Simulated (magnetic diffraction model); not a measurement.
**Which magnetic order? Sr₂CrSbS₆**

Space group C2/m (no. 12), a = 11.5503 Å, b = 6.7110 Å, c = 6.7770 Å, β = 125.12°.

```csv
site,atom,x,y,z
2b,Sb,0,1/2,0
4i,Sr,0.7535,0,0.7444
2c,Cr,0,0,1/2
8j,S,0.9730,0.2509,0.7233
4i,S,0.7490,1/2,0.8082
```

This is a made-up structure (elements placed in a structure type, unrelaxed), so the numbers test the method and describe no known phase.

Only Cr is taken to order (form factors of Cr3+); orders and moment sizes are assumed, and not adapted to the symmetry. Radiation: neutrons of λ = 2.41 Å, 1.5° to 65°; isotropic B of 0.48 Å² (Sb), 0.47 Å² (Sr), 0.74 Å² (Cr) and 0.67 Å² (S). Simulated constant-wavelength pattern: nuclear and magnetic terms add, the magnetic one as |2.695 fm × Σ f S⊥ exp(2πi Q·r) exp(−B s²)|², summed over all Q at one angle with the factor 1/(sin²θ cos θ). For a modulated order the moment at position r is S exp(−2πi k·r) + c.c., with S = m/2 for a sine wave of amplitude m and S = m(u + iv)/2 for moments turning in a plane, u and v being orthogonal unit vectors in it; the phase factor of the sum at Q = H + k is then exp(2πi H·r). Free-ion form factors, Sears's scattering lengths of 1992, no absorption; a label names one of the reflections at its angle. The strongest nuclear line in the range is 100, and lines under 0.2 are left out.

Above the ordering temperature:

| 2θ (°) | index | I |
| --- | --- | --- |
| 25.11 | (0 0 1) | 0.4 |
| 25.45 | (1 1 0) | 0.9 |
| 25.45 | (2 0 -1) | 1.4 |
| 41.67 | (2 0 -2) | 16.3 |
| 41.87 | (1 1 1) | 40.7 |
| 42.09 | (0 2 0) | 19.4 |
| 42.30 | (3 1 -1) | 40.0 |
| 49.27 | (1 1 -2) | 4.7 |
| 49.63 | (2 0 1) | 1.5 |
| 49.64 | (0 2 1) | 2.7 |
| 49.65 | (3 1 -2) | 1.4 |
| 50.01 | (3 1 0) | 0.9 |
| 50.20 | (4 0 -1) | 2.9 |
| 51.54 | (0 0 2) | 17.1 |
| 52.27 | (2 2 0) | 38.6 |
| 52.28 | (4 0 -2) | 16.3 |
| 60.72 | (2 2 -2) | 100.0 |
| 61.35 | (4 0 0) | 46.7 |

Below it (cell unchanged):

```csv
2θ (°),I
2.44,260.9
23.76,2.4
24.06,2.4
24.09,8.2
25.11,0.4
25.45,0.9
25.45,1.4
26.62,1.9
26.97,5.8
27.00,1.8
27.05,1.8
29.36,4.5
29.41,4.4
32.08,1.2
40.07,1.8
40.48,1.7
41.67,16.3
41.71,0.6
41.78,0.6
41.87,40.7
42.09,19.4
42.17,2.4
42.30,40.0
43.76,1.3
44.21,1.3
47.22,0.4
47.60,1.0
47.78,0.4
48.54,1.0
48.87,0.9
48.91,1.4
49.07,1.4
49.27,4.7
49.63,1.5
49.64,2.7
49.65,1.4
```
(The table stops after 36 lines; 24 more lie at higher angle.)

**Question.** Find the propagation vector, then choose among these models:
A. a sine wave with moments along [010] (amplitudes given), 2.9 μB on Cr
B. a sine wave with moments along [001] (amplitudes given), 2.9 μB on Cr
C. moments turning in the plane of [100] and [001], 2.9 μB on Cr
D. moments turning in the plane of [100] and [010], 2.9 μB on Cr

The new lines index as (1/6 0 0) at 2.44°, (1/6 0 -1) at 23.76°, (11/6 0 -1) at 24.06° and (5/6 1 0) at 24.09°, that is as H ± k with k = (1/6 0 0). Satellites come in pairs about each point of the reciprocal lattice.

Magnetic intensity, observed (below minus above) and for each model:

| 2θ (°) | index | observed | A | B | C | D |
| --- | --- | --- | --- | --- | --- | --- |
| 2.44 | (1/6 0 0) | 260.9 | 260.9 | 260.9 | 260.9 | 347.2 |
| 23.76 | (1/6 0 -1) | 2.4 | 2.4 | 0.6 | 2.4 | 4.8 |
| 24.09 | (5/6 1 0) | 8.2 | 1.2 | 4.7 | 8.2 | 5.1 |
| 26.62 | (1/6 0 1) | 1.9 | 1.9 | 0.8 | 1.9 | 3.7 |
| 26.97 | (7/6 1 0) | 5.8 | 1.5 | 3.6 | 5.8 | 4.1 |
| 29.36 | (5/6 1 -1) | 4.5 | 1.5 | 1.5 | 4.5 | 4.1 |
| 29.41 | (7/6 1 -1) | 4.4 | 1.5 | 1.5 | 4.4 | 3.8 |
| 42.17 | (1/6 2 0) | 2.4 | <0.2 | 1.2 | 2.4 | 1.2 |

Model C matches.

The structure used: k = (1/6 0 0), moments turning in the plane of [100] and [001], 2.9 μB on Cr.

[Logs are printed without paths, hosts, clocks, repeated set-up lines and the standing remarks that a program may print on its own settings, such as how far it seeks lower states.]
